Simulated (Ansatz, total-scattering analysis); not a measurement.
# From S(Q) to neighbour shells

The sample: ethanol (12 ethanol; C 22.2, O 11.1, H 66.7 atom %) at 340 K, fixed volume, ρ₀ = 0.0929 Å⁻³. The data come from ab initio molecular dynamics with Ansatz (revPBE-D3(BJ), plane waves, PAW default files, Langevin thermostat, no spin, fixed volume, H with the mass of D). The average runs over 0.50 ps of 108 atoms, so shells between rare elements are rough. Mean temperature 339 K, largest m.s.d. 1.28 Å², energy drift +0 meV an atom (last third less first, no steady trend), Langevin friction 10 ps⁻¹; the first quarter of the run is discarded. Preparation: last frame of a classical run of this cell, a melt at this density, then 0.4 ps at 340 K with a cheaper basis and a friction of 10 ps⁻¹ (mean temperature of the first stage 337 K), too short to forget the start in full. So short a stretch relaxes bonds and nearest shells but still remembers its start. It is a liquid as far as so short a run tells.

S(Q) is the Faber–Ziman total, Σ ci cj fi fj (Sij − 1)/⟨f⟩² + 1. Below 4 Å⁻¹ the partials are summed on the cell's own reciprocal vectors (from 0.60 Å⁻¹) and folded with a Gaussian of σ = 0.13 Å⁻¹; above it they are transforms of g(r) out to 7.1 Å, tapered over the last 40 %. The fold lowers sharp peaks, and with so few vectors their positions are good to about 0.1 Å⁻¹. X-rays take neutral-atom form factors, neutrons coherent lengths (C 6.6472, O 5.8037, H 6.6681 fm). Hydrogen is taken as deuterium. G(r) = 4πrρ₀[g(r) − 1] carries the resolution of a Lorch-windowed transform up to 20 Å⁻¹. The patterns are simulated, not measured. The cell is small: beyond half the box only the part of each shell inside it is counted, and low-Q values rest on few vectors.

```
Q (Å⁻¹)  X-ray  neutron
    0.6  -0.36     0.32
    0.9   0.15     0.41
    1.2   1.50     1.37
    1.5   2.93     1.96
    1.8   1.76     1.12
    2.1   0.57     0.82
    2.4   0.98     0.92
    2.7   0.64     0.90
    3.0   0.63     0.94
    3.3   0.57     0.94
    3.6   0.74     0.91
    3.9   0.66     0.86
    4.2   0.65     0.82
    4.5   0.86     0.80
    4.8   1.15     0.79
    5.1   1.35     0.79
    5.4   1.41     0.85
    5.7   1.36     0.96
    6.0   1.21     1.06
    6.3   1.04     1.10
    6.6   0.88     1.12
    6.9   0.75     1.15
    7.2   0.72     1.16
    7.5   0.76     1.14
    7.8   0.82     1.10
    8.1   0.89     1.07
    8.4   1.01     1.05
    8.7   1.13     1.01
    9.0   1.17     0.97
    9.3   1.17     0.94
    9.6   1.16     0.93
    9.9   1.15     0.91
   10.2   1.11     0.90
   10.5   1.05     0.89
   10.8   0.98     0.91
   11.1   0.90     0.94
   11.4   0.84     0.97
   11.7   0.81     1.01
   12.0   0.81     1.04
```

G(r):

```
r (Å)  X-ray  neutron
  0.6  -0.41    -0.66
  0.7  -0.28    -0.84
  0.8  -0.20    -0.85
  0.9   0.01     0.23
  1.0   0.15     2.19
  1.1  -0.41     2.94
  1.2  -0.81     1.42
  1.3   1.04    -0.45
  1.4   4.57    -0.97
  1.5   5.75    -0.70
  1.6   2.70    -0.44
  1.7  -1.09    -0.19
  1.8  -2.38    -0.06
  1.9  -1.90    -0.14
  2.0  -1.52     0.01
  2.1  -1.57     0.47
  2.2  -1.40     0.52
  2.3  -0.67     0.00
  2.4   0.21    -0.38
  2.5   0.44    -0.36
  2.6  -0.24    -0.36
  2.7  -0.98    -0.55
  2.8  -1.16    -0.70
  2.9  -1.08    -0.69
  3.0  -1.15    -0.59
  3.1  -1.34    -0.52
  3.2  -1.50    -0.51
  3.3  -1.48    -0.52
  3.4  -1.16    -0.47
  3.5  -0.74    -0.40
  3.6  -0.52    -0.40
  3.7  -0.43    -0.42
  3.8  -0.23    -0.39
  3.9   0.01    -0.31
  4.0   0.09    -0.21
  4.1   0.05    -0.14
  4.2   0.08    -0.08
  4.3   0.27     0.03
  4.4   0.45     0.21
  4.5   0.49     0.37
  4.6   0.38     0.44
  4.7   0.28     0.41
  4.8   0.37     0.35
  4.9   0.62     0.31
  5.0   0.85     0.32
  5.1   0.95     0.39
  5.2   1.03     0.49
  5.3   1.15     0.57
  5.4   1.13     0.61
  5.5   0.91     0.58
  5.6   0.75     0.51
  5.7   0.78     0.43
  5.8   0.89     0.33
  5.9   0.85     0.21
  6.0   0.56     0.11
```

**Question.** Which pairs make the maxima of G(r) below 4.5 Å, and what can the data say of the number of neighbours?

Each pair enters with the weight ci cj fi fj (2 − δij)/⟨f⟩², taking f = Z for X-rays at Q = 0: H–H 0.05 / 0.46; C–H 0.21 / 0.30; C–O 0.28 / 0.04; C–C 0.21 / 0.05; O–H 0.14 / 0.13; O–O 0.09 / 0.01 (X-ray / neutron).

| radiation | maximum (Å) | G (Å⁻²) | pairs that make it (share of the curvature of G, each pair at the same resolution) |
| --- | --- | --- | --- |
| X-ray | 0.98 | 0.18 | C–H or O–H or a ripple of the cut in Q |
| X-ray | 1.48 | 5.89 | C–O 62 %, C–C 38 % |
| X-ray | 2.47 | 0.48 | C–O 100 % |
| neutron | 1.08 | 2.99 | C–H 91 % |
| neutron | 2.16 | 0.60 | C–H 81 %, O–H 19 % |

The first shell (O–H, 0.98 Å) shares its range with C–H (1.10 Å), C–O (1.44 Å) and C–C (1.53 Å), so its area is a weighted sum. The maxima can be assigned, but 2 totals can't separate 6 partials, so the counts below come from the model itself.

From the coordinates:

| pair | first peak (Å) | g there | first minimum (Å) | g there | neighbours | kind |
| --- | --- | --- | --- | --- | --- | --- |
| O–H | 0.98 | 15.0 | 1.26 | 0.00 | 1.0 H per O, 0.2 O per H | within molecules |
| C–H | 1.10 | 26.9 | 1.40 | 0.00 | 2.5 H per C, 0.8 C per H | within molecules |
| C–O | 1.44 | 18.3 | 1.86 | 0.00 | 0.5 O per C, 1.0 C per O | within molecules |
| C–C | 1.53 | 16.8 | 1.96 | 0.00 | 1.0 | within molecules |
| H–H | 1.78 | 3.4 | 2.04 | 0.33 | 1.4 | within molecules |
| O–O | 2.71 | 4.4 | 3.70 | 0.07 | 2.1 | between molecules |

Distances within molecules give the sharpest pair functions, and with hydrogen they rule the neutron S(Q) at high Q: O–H 0.98 Å, C–H 1.10 Å, C–O 1.44 Å, C–C 1.53 Å and H–H 1.78 Å (first peaks only). Between molecules or ions, shells with a clear end include O–O at 2.71 Å (2.1 O per O). On the last frame 92 % of the H on O, N or F point at an acceptor of another molecule or at an anion within hydrogen-bond range (2.35 Å to O, N, F; 2.85 Å to Cl, Br, I).

[Logs are printed without paths, hosts, clocks, repeated set-up lines and the standing remarks that a program may print on its own settings, such as how far it seeks lower states.]
